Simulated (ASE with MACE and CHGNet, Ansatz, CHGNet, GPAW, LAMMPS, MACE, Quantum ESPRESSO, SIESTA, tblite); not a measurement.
**Machine-learned potentials on amorphous Hg22Cd11S33 (66 atoms): settings against a plane-wave reference**

Aim: run amorphous Hg22Cd11S33 (66 atoms) in machine-learned potentials and see how near its forces come to a plane-wave reference, and at what cost.

Method: the method is named at each step, in ASE with MACE and CHGNet.

## 1. The starting structure

The cell holds 66 atoms: 22 Hg, 11 Cd and 33 S. Cell: a = 12.107 Å, b = 12.107 Å, c = 12.107 Å, α = 90.0°, β = 90.0°, γ = 90.0°. 66 atoms (22 Hg, 11 Cd, 33 S) placed at random at 6.28 g/cm³, melted at 2500 K for 10 ps at fixed volume with the Stillinger-Weber II-VI potential (Zhou et al., Phys. Rev. B 88, 085309 (2013)). Quenched from 2500 K to 300 K at 5 K/ps and fixed volume, annealed at 1000 K for 50 ps, held 5 ps.

The yardstick, on the same geometry:

```
method                 : Kohn-Sham DFT, PBE, PAW, plane waves (Ansatz 0.2.0); cutoff 420 eV, Γ point, fermi-dirac smearing of 0.05 eV; PAW set soft_2
r.m.s. force component : 0.4319 eV/Å
longest force          : 1.504 eV/Å
pressure               : -0.3048 GPa
SCF cycles             : 11
time                   : 60 s on 4 threads of Arm Neoverse N1, shared host
CPU time               : 3.9 min
```

## 2. MACE MP-0b2 small potential

Method: machine-learned interatomic potential MACE MP-0b2 small, trained on PBE(+U) plane-wave data.

The input, run.py:

```python
import numpy as np
from ase.io import read
import mlip  # loads the published weights by name

atoms = read("structure.xyz")
atoms.calc = mlip.calc("mace-mp-0b2-small")
energy = atoms.get_potential_energy()
forces = atoms.get_forces()
print(f"energy {energy:.6f} eV")
print("forces (eV/A)")
for i, (a, f) in enumerate(zip(atoms, forces)):
    print(f"{i:4d} {a.symbol:2s} {f[0]:10.5f} {f[1]:10.5f} {f[2]:10.5f}")
stress = -atoms.get_stress(voigt=False) * 160.21766
print("stress (GPa, compression positive)")
for row in stress:
    print(" ".join(f"{x:10.4f}" for x in row))
```

The input, structure.xyz:

```xyz
66
Lattice="12.10720 0.00000 0.00000 0.00000 12.10720 0.00000 0.00000 0.00000 12.10720" Properties=species:S:1:pos:R:3 pbc="T T T"
Hg 2.73029 8.20783 0.96083
Hg 5.90880 1.43640 5.29593
Hg 2.28596 4.84809 7.50441
Hg 10.55203 1.12779 3.60565
Hg 6.29248 7.65889 1.21411
Hg 6.14477 4.27711 11.46346
Hg 2.33802 7.40065 5.59607
Hg 7.61882 0.58889 9.72414
Hg 1.89635 4.46271 11.11247
Hg 0.59858 4.45448 3.07123
Hg 2.35642 1.61897 5.25041
Hg 8.70786 4.09344 3.84186
Hg 0.59870 10.30807 3.30769
Hg 8.17103 10.79224 4.84470
Hg 10.46135 2.66044 11.92959
Hg 8.00468 7.96424 9.55863
Hg 5.18176 3.00537 8.39634
Hg 5.51895 11.00956 7.58613
Hg 4.29055 7.31844 9.46057
Hg 1.58750 10.42394 6.48692
Hg 8.24258 4.15204 8.07696
Hg 11.35873 3.73895 7.14761
Cd 10.57455 7.24580 5.95178
Cd 5.15210 11.36636 11.43876
Cd 4.58693 10.52624 3.41919
Cd 6.46924 7.26735 5.65031
Cd 9.72535 10.95895 0.55935
Cd 1.69428 0.70827 1.14970
Cd 9.99716 6.82713 0.89242
Cd 6.42965 1.78375 1.49282
Cd 10.82820 10.15056 8.81162
Cd 0.39130 6.83597 9.55670
Cd 1.86620 0.65791 9.28671
S 1.02596 10.44028 9.80247
S 10.80447 11.58829 6.70533
S 4.84833 8.83269 11.57267
S 4.42906 0.62413 9.30002
S 10.34572 7.71471 8.35021
S 2.19806 8.19367 8.22842
S 4.17577 0.12470 1.48156
S 4.51102 6.05493 4.76128
S 9.15232 8.99347 2.18196
S 10.41510 4.49904 1.86160
S 0.97947 2.15496 11.35256
S 5.05185 5.47633 1.76608
S 7.77282 6.28884 11.54325
S 2.12397 5.53275 1.27610
S 6.56029 8.93717 3.74209
S 8.26716 3.10065 10.50808
S 6.30712 3.42295 3.40176
S 9.66251 2.36926 5.58771
S 3.92419 11.67013 5.70310
S 4.13037 3.33602 6.01897
S 7.80793 0.46298 7.00789
S 10.65446 9.53309 4.65086
S 6.11474 8.37600 7.86060
[... 6 atom lines left out ...]
S 0.26648 7.76205 12.03141
S 8.48569 5.71787 5.88894
S 2.72218 8.86901 3.40237
S 0.15037 10.66814 0.61226
```

Run with:

```console
$ OMP_NUM_THREADS=1 python run.py > output.txt
```

The program printed:

```text
energy -153.819133 eV
forces (eV/A)
   0 Hg   -0.19169   -0.26234   -0.43497
   1 Hg    0.85545    0.47351   -0.09990
   2 Hg   -0.20344   -0.25353    0.05875
   3 Hg   -0.65838   -0.06325   -0.01266
   4 Hg    0.56355   -0.25312    0.47598
   5 Hg   -0.48562    0.04177    0.80947
   6 Hg    0.67453   -0.13443    0.24160
   7 Hg   -0.05435    1.02838   -0.01040
   8 Hg   -0.08694    0.21923    0.21592
   9 Hg    0.17780    0.74466   -0.16358
  10 Hg   -0.08295    0.38600   -0.04299
  11 Hg    0.09729   -0.01975   -0.21412
  12 Hg   -0.26525   -0.16888   -0.47442
  13 Hg   -0.27121   -0.01418    0.40109
  14 Hg    0.61850    0.20561   -0.15171
  15 Hg    0.02593   -0.23966    0.28474
  16 Hg    0.24120   -0.40563   -0.51920
  17 Hg    0.59483   -0.55710    0.23264
  18 Hg   -0.04329    0.08926   -0.22410
  19 Hg   -0.62200    0.05304    0.15927
  20 Hg   -0.12958   -0.03898   -0.28654
  21 Hg    0.03970   -0.05302   -0.17768
  22 Cd    0.06629    0.02126   -0.67018
  23 Cd   -0.08978   -0.04650   -0.39374
[...]
58 S     0.15239    0.63898    0.25234
  59 S     1.04609   -0.44918   -0.03236
  60 S    -0.04906    0.05683   -0.46357
  61 S    -0.46166   -0.59393    0.89457
  62 S    -0.46276   -0.24975   -0.58385
  63 S    -0.03557    0.02843    0.42933
  64 S    -0.57148    0.10213   -0.18347
  65 S     0.79694    0.38890    0.49159
stress (GPa, compression positive)
   -0.2242    -0.1005    -0.0207
   -0.1005    -0.0776    -0.1196
   -0.0207    -0.1196    -0.8010
```

Wall time 11 s (1 thread of Arm Neoverse N1, shared host); peak memory 0.66 GiB.

Banners, paths, timers and routine set-up lines are dropped from the logs unmarked, and long logs keep their key lines alone; longer cuts are marked.

Numbers from this run, and their distance from the reference:

```yaml
r_m_s_force_component: 0.4329 eV/Å
r_m_s_difference_of_force_components: 174.2 meV/Å
longest_difference_of_force_vectors: 737.5 meV/Å
force_difference_over_r_m_s_force: 40.33 %
slope_of_forces_against_the_reference_s: 0.9211
correlation_of_force_components: 0.9189
pressure: -0.3676 GPa
pressure_difference: -0.0628 GPa
```

Length of the force difference by element (eV/Å):

```csv
element,atoms,mean,most
Cd,11,0.21,0.51
Hg,22,0.24,0.57
S,33,0.30,0.74
```

A closer look about S46, which bears the longest force: 14 atoms, nearest first, numbered in the order of the input, with positions taken from that point.

```csv
atom,x,y,z,distance (Å),bonds,Fx,Fy,Fz (eV/Å)
S46,0.00,0.00,0.00,0.00,4,0.86,1.32,-0.14
Hg6,-1.63,-2.01,-0.08,2.59,4,-0.49,0.04,0.81
Hg16,0.23,1.68,-1.98,2.61,4,0.03,-0.24,0.28
Hg5,-1.48,1.37,1.78,2.69,4,0.56,-0.25,0.48
Cd29,2.22,0.54,1.46,2.71,4,0.23,0.39,0.15
S49,0.49,-3.19,-1.04,3.39,4,0.00,-0.73,-0.81
S45,-2.72,-0.81,2.33,3.67,2,-0.03,-0.63,0.11
S36,-2.92,2.54,0.03,3.88,4,-0.62,0.29,0.14
S43,2.64,-1.79,2.43,4.01,4,-0.54,0.39,0.18
S42,1.38,2.70,2.75,4.09,2,0.12,-0.49,-0.57
Hg21,0.47,-2.14,-3.47,4.10,2,-0.13,-0.04,-0.29
Hg19,-3.48,1.03,-2.08,4.19,4,-0.04,0.09,-0.22
S59,-3.64,-1.53,-1.66,4.29,5,0.15,0.64,0.25
S38,2.57,1.43,-3.19,4.34,4,0.01,-0.38,0.79
```

Atoms are counted from 1 here, from 0 in the log.

Forces lie 40 % from the reference's, at 0.045 times its CPU time (on 1 against 4 cores).

## 3. MACE MPA-0 medium potential

Method: machine-learned interatomic potential MACE MPA-0 medium, trained on PBE(+U) plane-wave data.

Changes to run.py since step 2:

```diff
@@ -5,3 +5,3 @@
 atoms = read("structure.xyz")
-atoms.calc = mlip.calc("mace-mp-0b2-small")
+atoms.calc = mlip.calc("mace-mpa-0-medium")
 energy = atoms.get_potential_energy()
```

structure.xyz is that of step 2.

The program printed:

```text
energy -151.319726 eV
forces (eV/A)
   0 Hg   -0.13053   -0.26820   -0.51020
   1 Hg    0.62393    0.43302   -0.18864
   2 Hg   -0.21617   -0.25408    0.27629
   3 Hg   -0.58741    0.06895    0.13382
   4 Hg    0.60416   -0.20025    0.31273
   5 Hg   -0.40517    0.28437    0.98436
   6 Hg    0.78793   -0.28654    0.15598
   7 Hg    0.14502    0.78646    0.01970
   8 Hg   -0.15188    0.29773    0.20884
   9 Hg   -0.04973    0.62725   -0.08044
  10 Hg   -0.07280    0.34079   -0.17608
  11 Hg    0.26273   -0.09590   -0.19400
  12 Hg   -0.25969   -0.27501   -0.67567
  13 Hg   -0.02128   -0.16509    0.19963
  14 Hg    0.55731    0.19298    0.09820
  15 Hg   -0.16824   -0.31155    0.27495
  16 Hg    0.29728   -0.42768   -0.46781
  17 Hg    0.64669   -0.54122    0.25399
  18 Hg    0.09412    0.19386   -0.10689
  19 Hg   -0.63829    0.13707    0.12212
  20 Hg    0.11040    0.17182   -0.42667
  21 Hg   -0.08041   -0.19155   -0.30226
  22 Cd   -0.06771    0.00009   -0.57854
  23 Cd   -0.34362   -0.08716   -0.31164
[...]
58 S     0.18735    0.47094    0.17542
  59 S     0.97424   -0.44879    0.01601
  60 S    -0.07412    0.09212   -0.60072
  61 S    -0.37268   -0.29662    1.00625
  62 S    -0.10998   -0.44027   -0.37285
  63 S    -0.07038    0.09314    0.30350
  64 S    -0.70877    0.03359   -0.12796
  65 S     0.71380    0.46671    0.54273
stress (GPa, compression positive)
   -0.1470    -0.0512     0.0521
   -0.0512    -0.1114    -0.1360
    0.0521    -0.1360    -0.5567
```

Run time: 12 s. Hardware: 1 thread; peak memory 0.77 GiB.

Numbers from this run, and their distance from the reference:

* r.m.s. force component: 0.4166 eV/Å
* r.m.s. difference of force components: 119.1 meV/Å
* longest difference of force vectors: 436.3 meV/Å
* force difference over r.m.s. force: 27.57 %
* slope of forces against the reference's: 0.9273
* correlation of force components: 0.9612
* pressure: -0.2717 GPa
* pressure difference: 0.0331 GPa

Against the first run (40 %), the force difference from the reference is 28 %, at 1.1 times the CPU time.

## 4. CHGNet 0.3.0 potential

Method: machine-learned interatomic potential CHGNet 0.3.0, trained on PBE(+U) plane-wave data.

Changes to run.py since step 3:

```diff
@@ -5,3 +5,3 @@
 atoms = read("structure.xyz")
-atoms.calc = mlip.calc("mace-mpa-0-medium")
+atoms.calc = mlip.calc("chgnet-0.3.0")
 energy = atoms.get_potential_energy()
```

structure.xyz is that of step 3.

The program printed:

```text
CHGNet v0.3.0 initialized with 412,525 parameters
CHGNet will run on cpu
energy -174.174805 eV
forces (eV/A)
   0 Hg   -0.48282   -0.35078   -0.41391
   1 Hg    0.59715    0.47901   -0.11241
   2 Hg    0.11891   -0.21485   -0.39011
   3 Hg   -0.40838    0.01857    0.08272
   4 Hg    0.23793   -0.20276    0.61973
   5 Hg   -0.07975    0.28919    0.63785
   6 Hg    0.78216   -0.40794    0.14388
   7 Hg    0.22435    0.63710   -0.29455
   8 Hg   -0.14764   -0.01651    0.58855
   9 Hg    0.10348    0.42381   -0.26788
  10 Hg   -0.03070    0.29036   -0.05506
  11 Hg    0.07490    0.06359   -0.32008
  12 Hg   -0.38136   -0.22191   -0.60555
  13 Hg    0.28646   -0.33770    0.09729
  14 Hg    0.34881    0.12436    0.02672
  15 Hg   -0.03291   -0.16392    0.11198
  16 Hg   -0.18982   -0.22918   -0.50379
  17 Hg    0.34226   -0.22478    0.06910
  18 Hg   -0.00958    0.32202   -0.22856
  19 Hg   -0.36872    0.08145    0.45385
  20 Hg    0.14517    0.24779   -0.24473
  21 Hg    0.02498   -0.39510   -0.20458
  22 Cd   -0.12898    0.12831   -0.57526
  23 Cd   -0.26137   -0.08487   -0.24055
[...]
58 S     0.19527    0.22233    0.06238
  59 S     0.42279   -0.17159   -0.10248
  60 S    -0.03617   -0.11664   -0.05285
  61 S    -0.31170   -0.09948    0.51034
  62 S    -0.17527   -0.51128   -0.39422
  63 S     0.05853   -0.18601    0.53688
  64 S    -0.36128    0.11588   -0.10294
  65 S     0.43133    0.39422    0.82360
stress (GPa, compression positive)
   -0.5214    -0.1076    -0.0304
   -0.1076    -0.4652    -0.0470
   -0.0304    -0.0470    -1.0310
```

It took 5.2 s on 1 thread; peak memory 0.59 GiB.

Compared with the plane-wave run:

```
r.m.s. force component                  : 0.3308 eV/Å
r.m.s. difference of force components   : 223.7 meV/Å
longest difference of force vectors     : 825 meV/Å
force difference over r.m.s. force      : 51.79 %
slope of forces against the reference's : 0.6591
correlation of force components         : 0.8607
pressure                                : -0.6725 GPa
pressure difference                     : -0.3677 GPa
```

Against the first run (40 %), the force difference from the reference is 52 %, at 0.48 times the CPU time.

## 5. Side by side

Differences are against the plane-wave reference, forces as r.m.s. over components; share is that over the reference's r.m.s. force, slope the least-squares factor from reference forces to these. Total energies of different programs have different zeros and aren't compared.

```csv
run,"Δ force, r.m.s. (meV/Å)",share (%),slope,Δ pressure (GPa),cores,CPU time,memory (GiB)
reference,-,-,-,-,4,3.9 min,2.6
MACE MP-0b2 small potential,174,40.3,0.921,-0.0628,1,11 s,0.66
MACE MPA-0 medium potential,119,27.6,0.927,0.0331,1,12 s,0.77
CHGNet 0.3.0 potential,224,51.8,0.659,-0.368,1,5.2 s,0.59
```

Times of the machine-learned potentials are mostly Python's start and the loading of weights.

CPU time is summed over cores on a shared host, where runs went side by side, so it is rough. Symmetry, cutoffs, thresholds, outputs and thread counts weren't matched or tuned between programs; memory under MPI is the largest rank's times the ranks.

## 6. Results

| Property | Result |
| --- | --- |
| nearest in forces | MACE MPA-0 medium potential, 28 % |
| its CPU time | 12 s |

**Reading.** Machine-learned potentials differ by 28 % (MACE MPA-0 medium potential) to 52 % (CHGNet 0.3.0 potential); they were trained on other programs' data. Among those trained on PBE data the slope goes as low as 0.66, with a correlation of 0.86, so directions differ as well as sizes. Machine-learned potentials mimic data converged in k, so the reference's own k-point error enters their differences. The quench rate of 5 K/ps is many orders above laboratory rates, so the cell is likely richer in defects and strain than a real sample. The network of bonds at the start is that of the classical potential that made the cell, and needn't be the one that DFT or experiment would give. The electronic-structure runs sample only Γ, in a cell whose shortest periodic width is 12 Å, which is coarse for a cell with partly filled levels. Spin–orbit coupling is left out, which matters for the levels of the heavy elements.

[Also dropped from logs without a mark: logging warnings of Python, and SIESTA's first energy breakdown and zero terms.]

[Logs are printed without paths, hosts, clocks, repeated set-up lines and the standing remarks that a program may print on its own settings, such as how far it seeks lower states.]

[Hosts, paths, dates, database ids (printed as entryN), source tags and the programs' standing remarks are cut or masked in the printed files.]
